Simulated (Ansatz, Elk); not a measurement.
# K3F: X-ray structure factors from the self-consistent density, part 2 of 2

The structure of K3F used here is made up (a known structure type with other elements) and was relaxed beforehand with r2SCAN. The aim is the Fourier transform of its all-electron density, F(hkl), set beside the sum over free spherical atoms that refinements use.

Elk 11.2.3 (patched build); all-electron DFT.

So far. Step 4 (Another try): Its structure factors differ from the first run's by R = 0.4 %.

The structure was built from a prototype and need not be the compound's stable phase.

### 5. Another functional

Level of this step: DFT, LDA (Perdew-Wang), all-electron APW+lo, Dirac cores, scalar-relativistic bands, static density, no spin (Elk).

The difference from free atoms is small, so it is set against the change that LDA (Perdew-Wang) makes.

Input file elk.in:

```
tasks
  0
  195

xctype
  3

spinpol
  .false.

rgkmax
  7.0

gmaxvr
  14.0

lmaxo
  7

lmaxapw
  8

swidth
  0.002

tshift
  .false.

ramdisk
  .false.

hmaxvr
  5.5

maxscl
  120

epspot
  1e-06

sppath
  './'

avec
  10.76448306405 -0.00000000000 0.00000000000
  -0.00000000000 10.76448306405 0.00000000000
  0.00000000000 -0.00000000000 10.76448306405

atoms
  2
  'K.in'
  3
  0.5000000000 0.5000000000 0.0000000000   0.000000 0.000000 0.000000
  0.5000000000 0.0000000000 0.5000000000   0.000000 0.000000 0.000000
  -0.0000000000 0.5000000000 0.5000000000   0.000000 0.000000 0.000000
  'F.in'
  1
  -0.0000000000 0.0000000000 -0.0000000000   0.000000 0.000000 0.000000

ngridk
  4 4 4
```

Command:

```console
$ OMP_NUM_THREADS=4 elk
```

Numbers of over 12 decimals in the logs are rounded to 6 here.

Output:

```text
┌─────────────────────────┐
│ Elk code version 11.2.3 │
└─────────────────────────┘

All units are atomic (Hartree, Bohr, etc.)

┌─────────────────────────────────────────────────┐
│ Ground-state run starting from atomic densities │
└─────────────────────────────────────────────────┘

Lattice vectors :
   10.76448306      -0.000000000       0.000000000
  -0.000000000       10.76448306       0.000000000
   0.000000000      -0.000000000       10.76448306

Reciprocal lattice vectors :
  0.5836959629       0.000000000       0.000000000
[...]
valence                     :    34.00000000
 interstitial                :    4.463780192
 muffin-tins (core leakage)
  species : 1 (K)
[...]
atom 3                    :    17.56187549     ( -0.3353793126E-05)
  species : 2 (F)
   atom 1                    :    8.850593347     ( -0.4730094304E-05)
 total in muffin-tins        :    61.53621981
 total calculated charge     :    66.00001266
 total charge                :    66.00000000
 error                       :   0.1266437150E-04

┌──────────────────────────────┐
│ Self-consistent loop stopped │
└──────────────────────────────┘

Wrote STATE.OUT
[key lines of the parts left out:]
total energy                :     -1901.1822935307
```

Elapsed: 13 s, on 4 threads of INTEL XEON PLATINUM 8581C at 2.10GHz (Emerald Rapids), shared host; peak memory 0.22 GiB; 26 s of CPU time.

Against the first run R = 0.10 %; the largest change is -0.064 at 200.

### 6. Basis size

The basis and the expansions that go with it are enlarged, to see whether the differences are converged.

Changes to elk.in since step 5:

```diff
@@ -5,3 +5,3 @@
 xctype
-  3
+  20
 
@@ -11,12 +11,12 @@
 rgkmax
-  7.0
+  8.5
 
 gmaxvr
-  14.0
+  18.0
 
 lmaxo
-  7
+  9
 
 lmaxapw
-  8
+  10
```

Command:

```console
$ OMP_NUM_THREADS=4 elk
```

Output:

```text
┌─────────────────────────┐
│ Elk code version 11.2.3 │
└─────────────────────────┘

All units are atomic (Hartree, Bohr, etc.)

┌─────────────────────────────────────────────────┐
│ Ground-state run starting from atomic densities │
└─────────────────────────────────────────────────┘

Lattice vectors :
   10.76448306      -0.000000000       0.000000000
  -0.000000000       10.76448306       0.000000000
   0.000000000      -0.000000000       10.76448306

Reciprocal lattice vectors :
  0.5836959629       0.000000000       0.000000000
[...]
valence                     :    34.00000000
 interstitial                :    4.389401661
 muffin-tins (core leakage)
  species : 1 (K)
[...]
atom 3                    :    17.57727898     ( -0.1019066325E-06)
  species : 2 (F)
   atom 1                    :    8.878761408     ( -0.2954236180E-06)
 total in muffin-tins        :    61.61059834
 total calculated charge     :    66.00000350
 total charge                :    66.00000000
 error                       :   0.3504621006E-05

┌──────────────────────────────┐
│ Self-consistent loop stopped │
└──────────────────────────────┘

Wrote STATE.OUT
[key lines of the parts left out:]
total energy                :     -1906.3043876982
```

The job ended after 60 s (4 threads; peak memory 0.56 GiB).

Against the first run R = 0.02 %; the largest change is +0.006 at 220.

### 7. A coarser k-mesh

About half the k-points along each axis test the sampling.

Changes to elk.in since step 6:

```diff
@@ -11,12 +11,12 @@
 rgkmax
-  8.5
+  7.0
 
 gmaxvr
-  18.0
+  14.0
 
 lmaxo
-  9
+  7
 
 lmaxapw
-  10
+  8
 
@@ -60,2 +60,2 @@
 ngridk
-  4 4 4
+  2 2 2
```

Command:

```console
$ OMP_NUM_THREADS=4 elk
```

Output:

```text
┌─────────────────────────┐
│ Elk code version 11.2.3 │
└─────────────────────────┘

All units are atomic (Hartree, Bohr, etc.)

┌─────────────────────────────────────────────────┐
│ Ground-state run starting from atomic densities │
└─────────────────────────────────────────────────┘

Lattice vectors :
   10.76448306      -0.000000000       0.000000000
  -0.000000000       10.76448306       0.000000000
   0.000000000      -0.000000000       10.76448306

Reciprocal lattice vectors :
  0.5836959629       0.000000000       0.000000000
[...]
valence                     :    34.00000000
 interstitial                :    4.413983817
 muffin-tins (core leakage)
  species : 1 (K)
[...]
atom 3                    :    17.57420022     ( -0.1019135887E-06)
  species : 2 (F)
   atom 1                    :    8.863415531     ( -0.2954236673E-06)
 total in muffin-tins        :    61.58601618
 total calculated charge     :    65.99998361
 total charge                :    66.00000000
 error                       :   0.1639092200E-04

┌──────────────────────────────┐
│ Self-consistent loop stopped │
└──────────────────────────────┘

Wrote STATE.OUT
[key lines of the parts left out:]
total energy                :     -1906.2872301582
```

Wall time 17 s (4 threads); peak memory 0.23 GiB; 26 s of CPU time.

Against the first run R = 0.01 %; the largest change is -0.017 at 100.

### 8. Settings against the effect

```tsv
run	R against the first run (%)	R against neutral atoms, low angle (%)	wall time
PBE, rgkmax 7	0.00	0.64	21 s
LDA (Perdew-Wang)	0.10	0.56	13 s
rgkmax 8.5 with larger expansions	0.02	0.65	60 s
k-mesh 2×2×2	0.01	0.63	17 s
```

### 9. Results

| Property | Result |
| --- | --- |
| R against neutral atoms, sin θ/λ < 0.3 Å⁻¹ | 0.64 % |
| R against neutral atoms, 0.3 to 0.82 Å⁻¹ | 0.22 % |

In words: Independent neutral atoms miss the calculated amplitudes by R = 0.64 % below 0.3 Å⁻¹ and 0.22 % from there to 0.82 Å⁻¹; by shells, 5.95 % below 0.15 Å⁻¹ (2 forms), 0.38 % 0.15 to 0.3 (9 forms), 0.29 % 0.3 to 0.45 (17 forms), 0.21 % above 0.45 (92 forms). Bonding, aspherical density and the tables' own atoms all enter these figures, and the runs don't part them. The largest change of an amplitude is -0.60 electrons, at 110. The window's part falls from 8.0 electrons at the origin to at most 1.01 between 0.45 and 0.82 Å⁻¹, where compact states inside the window still scatter. Below 0.3 Å⁻¹ the changes that finished (LDA (Perdew-Wang), rgkmax 8.5 with larger expansions and k-mesh 2×2×2) move F by R = 0.10 % at most, against the 0.64 % that separates it from free atoms. Part of the difference isn't bonding: the tables are fits to free atoms and ions calculated by other methods than this functional. Thermal motion, anomalous dispersion and extinction are left out.

[Logs are printed without paths, hosts, clocks, repeated set-up lines and the standing remarks that a program may print on its own settings, such as how far it seeks lower states.]

[Hosts, paths, dates, database ids (printed as entryN), source tags and the programs' standing remarks are cut or masked in the printed files.]
